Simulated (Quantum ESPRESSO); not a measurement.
# Gap and tunnelling decay at a withheld lattice constant: RbGeF3, cubic perovskite type

Method. Quantum ESPRESSO 7.5 (pw.x, pwcond.x with ikind = 0), PBE, GBRV ultrasoft, cubic crystals. κ is the slowest decay along [001] at mid-gap among three points across the current.

| a (Å) | gap on the mesh (eV) | κ (1/Å) |
| --- | --- | --- |
| 4.201 | 0.939 | 0.078 |
| 4.335 | 1.497 | 0.124 |
| 4.469 | 1.950 | 0.156 |
| 4.738 | 2.577 | 0.201 |

One more run was made and is withheld. What are gap and κ at a = 4.604 Å?

**Worked estimate.** A line through the rows at 4.469 and 4.738 Å gives a gap of 1.950 + 0.502 × (2.577 − 1.950) = 2.26 eV and κ = 0.179 1/Å. The two-band model κ = 0.5123 √(m* E_g/4) needs m* = 0.190 at 4.469 Å; with that mass and the new gap, κ = 0.168 1/Å.

What the calculation gave: The gap is 2.309 eV and κ = 0.182 1/Å. The line misses the gap by −0.044 eV and κ by −1.9 %; the two-band estimate misses κ by −7.6 %.

**Limits.** The structure type is imposed. Local and semilocal gaps and decay constants are too small; no spin-orbit coupling. For an indirect gap m* is a fitting number alone.
